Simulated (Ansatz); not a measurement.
# (AlP)2(GaAs)1 [001] superlattice, started as zinc blende: from the cell to its phonons, part 2 of 2

Aim: the vibrations of (AlP)2(GaAs)1 [001] superlattice, started as zinc blende, their spectra, and whether the structure is stable.

Ansatz 0.2.0; DFT PBEsol, scalar-relativistic, plane waves, PAW.

So far. Step 4 (Relaxing to small forces for the phonons): The largest force component left is 0.43 meV/Å and the pressure is 0.000 GPa, within the tolerances set. The cell now holds 21.13 Å³/atom. The relaxed cell has a, b, c = 3.912, 3.912, 16.570 Å (conventional setting).

The structure was built from a prototype and need not be the compound's stable phase.

## Step 5: Modes at Γ (continued)

Without the LO-TO term. Patterns of degenerate modes are one choice out of their space. The modes at Γ (shares of kinetic energy by element, %):

| mode | frequency (cm⁻¹) | symmetry | Al % | As % | Ga % | P % |
| --- | --- | --- | --- | --- | --- | --- |
| 1 | 0.0 | acoustic | 21 | 29 | 27 | 24 |
| 2 | 0.0 | acoustic | 21 | 29 | 27 | 24 |
| 3 | 0.0 | acoustic | 21 | 29 | 27 | 24 |
| 4 | 89.8 | B1 | 15 | 36 | 37 | 11 |
| 5 | 92.8 | B2 | 28 | 18 | 26 | 28 |
| 6 | 116.5 | B1 | 40 | 8 | 12 | 39 |
| 7 | 127.3 | B2 | 52 | 1 | 0 | 48 |
| 8 | 217.1 | A1 | 24 | 29 | 11 | 35 |
| 9 | 224.3 | A1 | 11 | 29 | 42 | 19 |
| 10 | 256.9 | B2 | 0 | 52 | 47 | 1 |
| 11 | 325.8 | A1 | 19 | 10 | 19 | 52 |
| 12 | 339.0 | B1 | 0 | 0 | 23 | 77 |
| 13 | 353.4 | B1 | 73 | 26 | 0 | 2 |
| 14 | 406.1 | B2 | 48 | 0 | 0 | 52 |
| 15 | 414.8 | B1 | 52 | 1 | 0 | 47 |
| 16 | 418.5 | A1 | 65 | 3 | 1 | 30 |
| 17 | 428.0 | B2 | 51 | 0 | 0 | 48 |
| 18 | 429.7 | A1 | 61 | 0 | 0 | 39 |

Displacements in mode 4 (89.8 cm⁻¹), the largest set to 1:
```
Al1  1.00 -1.00  0.00
Al2 -0.10  0.10  0.00
As3  0.95 -0.95  0.00
Ga4 -0.99  0.99  0.00
P5  -0.02  0.02  0.00
P6  -0.81  0.81  0.00
```

Displacements in mode 5 (92.8 cm⁻¹), the largest set to 1:
```
Al1 -1.00 -1.00  0.00
Al2 -0.88 -0.88  0.00
As3  0.65  0.65  0.00
Ga4  0.80  0.80  0.00
P5  -0.99 -0.99  0.00
P6  -0.74 -0.74  0.00
```

Optical modes at the zone centre, without and with the macroscopic field of the longitudinal modes; each column is sorted by frequency, so a row need not hold one and the same mode. Modes with and without the field, by row:

| rank among optical modes | no field (cm⁻¹) | q along (1, 0, 0) (cm⁻¹) | q along (0, 0, 1) (cm⁻¹) |
| --- | --- | --- | --- |
| 1 | 89.8 | 89.9 | 89.8 |
| 2 | 92.8 | 93 | 92.8 |
| 3 | 116.5 | 116.6 | 116.5 |
| 4 | 127.3 | 127.4 | 127.3 |
| 5 | 217.1 | 217.1 | 217.1 |
| 6 | 224.3 | 224.3 | 226.2 |
| 7 | 256.9 | 259.6 | 256.9 |
| 8 | 325.8 | 325.8 | 332.3 |
| 9 | 339 | 341.8 | 339 |
| 10 | 353.4 | 356.1 | 353.4 |
| 11 | 406.1 | 406.4 | 406.1 |
| 12 | 414.8 | 418.5 | 414.8 |
| 13 | 418.5 | 419.6 | 419.9 |
| 14 | 428 | 429.7 | 428 |
| 15 | 429.7 | 454.2 | 461.3 |

Born charge (rows field, columns displacement) (e), principal values of the symmetric part by kind of site:

| atom | atoms with these values | low | middle | high | mean |
| --- | --- | --- | --- | --- | --- |
| Al1 | 1 | 2.06 | 2.11 | 2.25 | 2.14 |
| Al2 | 1 | 2.20 | 2.24 | 2.34 | 2.26 |
| As3 | 1 | -2.01 | -1.93 | -1.90 | -1.95 |
| Ga4 | 1 | 2.02 | 2.19 | 2.22 | 2.14 |
| P5 | 1 | -2.43 | -2.36 | -2.33 | -2.37 |
| P6 | 1 | -2.26 | -2.24 | -2.17 | -2.22 |

In full for Al1:

```
 2.09 -0.02  0.00
-0.02  2.09  0.00
 0.00  0.00  2.25
```

High-frequency dielectric tensor:

```
9.56 0.06 0.00
0.06 9.56 0.00
0.00 0.00 9.53
```

Static dielectric tensor (ions relaxed, fixed cell):

```
11.69  0.06  0.00
 0.06 11.69  0.00
 0.00  0.00 11.70
```

Transverse modes. Infrared lines, with heights relative to the strongest:

| position (cm⁻¹) | label | relative intensity |
| --- | --- | --- |
| 90 | B1 | 0.0 |
| 93 | B2 | 0.2 |
| 116 | B1 | 0.2 |
| 127 | B2 | 0.1 |
| 217 | A1 | 0.0 |
| 224 | A1 | 4.1 |
| 257 | B2 | 14 |
| 326 | A1 | 21 |
| 339 | B1 | 23 |
| 353 | B1 | 17 |
| 406 | B2 | 5.8 |
| 415 | B1 | 79 |
| 418 | A1 | 16 |
| 428 | B2 | 100 |
| 430 | A1 | 85 |

Activity x (w_L - w)^4 (n + 1)/w, 532 nm, 300 K; the tensors are static ones, while 532 nm light lies above the computed direct gap, where resonance would change the heights; modes without the macroscopic field alone. Raman lines, with heights relative to the strongest:

| position (cm⁻¹) | label | relative intensity |
| --- | --- | --- |
| 90 | B1 | 8.8 |
| 93 | B2 | 2.1 |
| 116 | B1 | 2.3 |
| 127 | B2 | 5.3 |
| 217 | A1 | 1.2 |
| 224 | A1 | 100 |
| 257 | B2 | 37 |
| 326 | A1 | 24 |
| 339 | B1 | 28 |
| 353 | B1 | 3.8 |
| 406 | B2 | 10 |
| 415 | B1 | 38 |
| 418 | A1 | 10 |
| 428 | B2 | 19 |
| 430 | A1 | 14 |

Static second-order susceptibility (pm/V), twice the coefficient d of second-harmonic generation. Second order susceptibility, by row:

| field along | xx | yy | zz | yz | xz | xy |
| --- | --- | --- | --- | --- | --- | --- |
| x | 0 | 0 | 0 | 79.4 | -2.31 | 0 |
| y | 0 | 0 | 0 | -2.31 | 79.4 | 0 |
| z | -2.31 | -2.31 | -6.1 | 0 | 0 | 79.4 |

Before it was imposed, the acoustic sum rule was missed by 8.7e-5 eV/Å² and the charge sum rule by 0.0078 e. Small misses are needed for a sound result but don't prove that mesh and cutoff are converged. The lowest optical mode is real, 89.8 cm⁻¹.

The log warns of the k mesh: “the force constants stand on the 8×8×8 k-mesh, whose period is 10.40 times the interband length at k = (0.0000, 0.0000, 0.0000), direct gap 1.529 eV, under 14: take them and everything formed from them as unconverged”.

## Step 6: Another isotope

An isotope changes the mass and not the force constants, so no new electronic calculation is needed; the shifts show which modes move this element.

The same force constants with the mass of Ga changed from 69.723 to 70.925 u (phonopy, no LO-TO term). Both lists are sorted by frequency; levels can cross, so a row need not hold one and the same mode. Modes under 3 cm⁻¹ are left out. Isotope shifts, by row:

| q | rank | natural mass (cm⁻¹) | changed mass (cm⁻¹) |
| --- | --- | --- | --- |
| 0 0 0 | 4 | 89.85 | 89.56 |
| 0 0 0 | 5 | 92.83 | 92.62 |
| 0 0 0 | 6 | 116.5 | 116.4 |
| 0 0 0 | 7 | 127.3 | 127.3 |
| 0 0 0 | 8 | 217.1 | 216.9 |
| 0 0 0 | 9 | 224.3 | 223.5 |
| 0 0 0 | 10 | 256.9 | 255.9 |
| 0 0 0 | 11 | 325.8 | 325.3 |
| 0 0 0 | 12 | 339 | 338.4 |
| 0 0 0 | 13 | 353.4 | 353.4 |
| 0 0 0 | 14 | 406.1 | 406.1 |
| 0 0 0 | 15 | 414.8 | 414.8 |
| 0 0 0 | 16 | 418.5 | 418.4 |
| 0 0 0 | 17 | 428 | 427.9 |
| 0 0 0 | 18 | 429.7 | 429.7 |

A mode of this element alone would shift by -0.85 %. The highest zone-centre frequency without the field goes from 429.7 to 429.7 cm⁻¹ (+0.0 %). The product of the frequency ratios over all optical modes at Γ is 0.981; the product rule, (m/m′)^(3k/2) (M′/M)^(3/2) with k = 1 such atoms and M the mass of the cell, gives 0.981.

## Step 7: What came out

| Item | Value |
| --- | --- |
| space group after relaxation (within 0.01 Å) | Imm2 |
| volume per atom | 21.1 Å³ |
| gap on the k-mesh | 1.33 eV |
| highest optical mode at the zone centre (no LO-TO term) | 430 cm⁻¹ |
| top of the zone-centre spectrum with the field | 461 cm⁻¹ |
| lowest optical zone-centre mode | 89.8 cm⁻¹ |
| mean high-frequency dielectric constant | 9.55 |
| mean static dielectric constant | 11.7 |
| largest Born charge (third of the trace) | -2.37 e |
| imaginary modes at Γ (the only wavevector solved) | none |

In words: The structure is stable against zone-centre distortions, since no mode there is imaginary; other wavevectors were not solved, so zone-boundary instabilities are untested. Without the field, the optical modes at Γ span 90 to 430 cm⁻¹. No dispersion was computed. With the macroscopic field of the longitudinal modes the top of the zone-centre spectrum lies at 461 cm⁻¹, against 430 cm⁻¹ without it. Lattice motion raises the mean dielectric constant from 9.551 to 11.69. The strongest infrared line is at 428 cm⁻¹. Averaged over orientations, the strongest Raman line at 532 nm and 300 K is at 224 cm⁻¹, among the modes without the field; their longitudinal partners can be Raman active too. The tensors are the static, non-resonant ones, while 532 nm light (2.33 eV) lies above the computed gap. With the field response the log warns that the k mesh is coarse for the force constants too, so the frequencies may not be converged. The starting cell was built on a prototype and not taken from a measurement, so the phase need not exist. These are harmonic frequencies at zero temperature: anharmonic shifts, linewidths and thermal expansion are left out.

[Logs are printed without paths, hosts, clocks, repeated set-up lines and the standing remarks that a program may print on its own settings, such as how far it seeks lower states.]

[Hosts, paths, dates, database ids (printed as entryN), source tags and the programs' standing remarks are cut or masked in the printed files.]
